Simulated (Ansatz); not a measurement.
# The perfect Ni wire along [111], 7 atoms a period, part 2 of 2

Aim: is the Ni wire along [111], 7 atoms a period a metal or a semiconductor?

Ansatz 0.2.0; DFT PBE, plane waves, PAW; relaxation of a wire's period; PAW set soft_1 (the session's first sound run).

So far: Set-up; Relaxation of atoms and period.

## Step 2: Relaxation of atoms and period (continued)

Step by step:

```
step  energy less that of the first step (eV)  largest force component (eV/Å)  pressure (GPa)  volume (Å³)
   1                                   0.0000                          1.5607           -2.28       547.87
   2                                  -0.6142                          0.8327           -1.28       534.30
   3                                  -0.7740                          0.6754            0.86       508.90
   4                                  -0.8415                          0.0354           -0.03       512.31
   5                                  -0.8421                          0.0011            0.04       511.03
  6*                                  -0.8370                          0.0014            0.04       511.03
```

Relaxation steps marked * repeat the geometry before them on a plane-wave basis chosen anew for their cell, so energy and pressure can jump there.

Forces are held to the 4 operations that the run works with; a distortion that breaks them can't arise in this run.

```
cell as run  before  after  change
      c (Å)   6.097  5.687  -6.7 %
```

The atoms that moved most (Å, along periodic axes as changes of fractional coordinates times the final cell, across vacuum about the mean position):

```
atom      dx      dy      dz  length
 Ni6   0.000   0.086   0.018   0.088
 Ni3   0.000  -0.086  -0.018   0.088
 Ni7  -0.076  -0.041   0.016   0.088
 Ni4  -0.076   0.041  -0.016   0.088
 Ni5   0.076  -0.041   0.016   0.088
 Ni2   0.076   0.041  -0.016   0.088
```

Numbers from this step:

```
energy at zero smearing    : -40866.3196 eV
total moment               : 6.822 μB
absolute moment            : 7.233 μB
cell length along the wire : 5.687 Å
```

Site moment by atom:

```
atom  site moment (μB)
 Ni1             0.674
 Ni2             0.919
 Ni3             0.915
 Ni4             0.919
 Ni5             0.919
 Ni6             0.915
 Ni7             0.919
```

The cell's length comes to 5.687 Å with an absolute moment of 7.23 μB a cell.

## Step 3: The perfect wire

This step: DFT PBE, plane waves, PAW; bands of a perfect wire; PAW set soft_1 (Ansatz 0.2.0).

At the relaxed period the bands are computed along the axis; those that cross an energy going forward count the channels that a perfect wire would open there.

Input file input.yaml:

```yaml
crystal:
  lattice:
    - [9.289, 0.0, 0.0]
    - [0.0, 9.674, 0.0]
    - [0.0, 0.0, 5.6868077871]
  atoms:
    - { symbol: Ni, position: [0.5, 0.5, 0.0], spin: 0.67 }
    - { symbol: Ni, position: [0.374151871, 0.429993249, 0.330492986], spin: 0.92 }
    - { symbol: Ni, position: [0.5, 0.639672598, 0.330097011], spin: 0.92 }
    - { symbol: Ni, position: [0.625848129, 0.429993249, 0.330492986], spin: 0.92 }
    - { symbol: Ni, position: [0.374151871, 0.570006751, 0.669507014], spin: 0.92 }
    - { symbol: Ni, position: [0.5, 0.360327402, 0.669902989], spin: 0.92 }
    - { symbol: Ni, position: [0.625848129, 0.570006751, 0.669507014], spin: 0.92 }
magnetization:
  spin_polarized: true
kpoints:
  mp_grid: { grid: [1, 1, 15] }
  band_path: { path: ["Γ", Z], npoints: 90 }
scf:
  occupations: { method: fermi_dirac, width: 0.05 }
hamiltonian:
  xc: pbe
  pseudopotentials: { kind: paw, azcp: { folder: soft_1 } }
output:
  dos: { e_range: [-5, 4] }
  write_potential: true
  write_density: true
  volumetric_format: npy
```

The run is started by

```sh
> ansatz run input.yaml --threads 4 --pin off --max-ram 16384MiB --backend cpu --events-out ev --progress --plain --runs-dir out
```

Numbers of over 12 decimals in the logs are rounded to 6 here.

The log of the run:

```text
[...]
Crystal: 7 atoms, lattice volume = 511.027 Å³
Basis set: ecut = 420 eV, 10037 PW (Γ)
Bands: 80, of which v1, the nominal top of the filled ones, is band 63 counted from 1 (62 counted from 0)
Symmetry: 4 space group operations
[...]
k-points: 8 of 15
[...]
Starting moments: Σ|m| = 6.19 μB on 7 of 7 sites
[...]
SCF iter   1: F=—  HF=-40858.847716 eV  |F-HF|=—  |Δ(HF+E_count)|=         —  Δρ=2.61e-2 (↑2.61e-2 ↓1.72e-2)  dr2=1.67e1  dr2_m=7.76e-1  M=7.065 μB ∫|m|=7.213 μB  β_m=0.30  ethr=3.10e-3  ⟨swp⟩=8.3  Hψ=6115  notcnv=0  defer=27
[...]
SCF iter  14: F=-40866.369794 eV  HF=-40866.369794 eV  |F-HF|=5.60e-8  |Δ(HF+E_count)|=   9.84e-9  Δρ=3.38e-6 (↑7.45e-7 ↓3.38e-6)  dr2=5.81e-8  dr2_m=9.47e-9  M=6.871 μB ∫|m|=7.271 μB  ethr=1.53e-11  ⟨swp⟩=11.5  Hψ=5382  notcnv=0
SCF 1 converged in 14 iterations: F = -40866.369794 eV  dr2 = 5.81e-8
[...]
WARN: The output density's exchange-correlation potential varies sharply where the density is thin. Do not read a vacuum level from v_tot or v_xc, or from such a field of the output density. On a cell that repeats whose density bears no net charge and no dipole along the vacuum's axis use v_es (v_loc + v_h of the components); under efield.dipole_correction with no amplitude use v_es + v_field, which holds any externa [...]
NSCF: frozen V_eff on 91 k-points
SCF converged after 14 iterations
Magnetization: 6.8705 μB (66.4353 up, 59.5647 down)
Absolute magnetization: 7.2757 μB (∫|ρ↑−ρ↓|, with the PAW one-centre terms)
[...]
Per-site moments (μB) at R_I (Å): [(0.681493, 0.954079), (0.924131, 0.954789), (0.920263, 0.954079), (0.924131, 0.954789), (0.924131, 0.954789), (0.920263, 0.954079), (0.924131, 0.954789)]
Free energy (F): -40866.369794 eV
[...]
Internal energy: -40866.267652 eV  (E = F + TS)
E sigma→0 (E₀):  -40866.318723 eV
Entropy (-TS):   -0.102142 eV (-14.592 meV/atom)
Fermi energy:    -0.831510 eV
[...]
--- Band table (eV; the first three rows and the last of 16) ---
  k-point 0 ↑: bands = [... 59 lower, -1.7965, -1.7940, -1.7062, -1.6459, -1.6443, -1.4649, -1.4558, -0.3328, ... 13 higher]
  k-point 1 ↑: bands = [... 59 lower, -1.7902, -1.7878, -1.7072, -1.6475, -1.6458, -1.4524, -1.4432, -0.6446, ... 13 higher]
  k-point 2 ↑: bands = [... 59 lower, -1.7722, -1.7701, -1.7101, -1.6494, -1.6477, -1.4135, -1.4039, -1.0055, ... 13 higher]
  k-point 7 ↓: bands = [... 59 lower, -0.8556, -0.7438, -0.7353, -0.5611, -0.4789, -0.4734, -0.0125, 0.0009, ... 13 higher]
```

Wall time 61 s (4 threads of Arm Neoverse V2, shared host); peak memory 3.3 GiB; 4 min of CPU time.

Reading the cycles: dr2 is the Hartree energy of the density residual (eV), the measure of convergence; HF is the Harris–Foulkes estimate of the energy, which meets the free energy F at convergence.

This step gave:

```
energy at zero smearing : -40866.3187 eV
total moment            : 6.871 μB
absolute moment         : 7.276 μB
band gap                : 0 eV
```

Between Γ and Z the bands cross the Fermi level 3 times, so a perfect wire would conduct at least 1.5 G₀, with an absolute moment of 7.28 μB a cell.

## Step 4: Summary of results

| Quantity | Value |
| --- | --- |
| cell length, PBE | 5.687 Å |
| absolute moment, PBE | 7.28 μB |
| ballistic conductance by band crossings, a lower bound, PBE | 1.5 G₀ |

What this shows: Under PBE the cell's length is 5.69 Å, the absolute moment is 7.28 μB a cell, and the bands cross the Fermi level 3 times between Γ and Z, which gives a perfect wire at least 1.5 G₀ (opposite crossings within one step of the path cancel in such a count). In the perfect wire the moments were started parallel, and no opposed start was run. No search over magnetic orders was made; another may lie lower.

[Logs are printed without paths, hosts, clocks, repeated set-up lines and the standing remarks that a program may print on its own settings, such as how far it seeks lower states.]

[Hosts, paths, dates, database ids (printed as entryN), source tags and the programs' standing remarks are cut or masked in the printed files.]
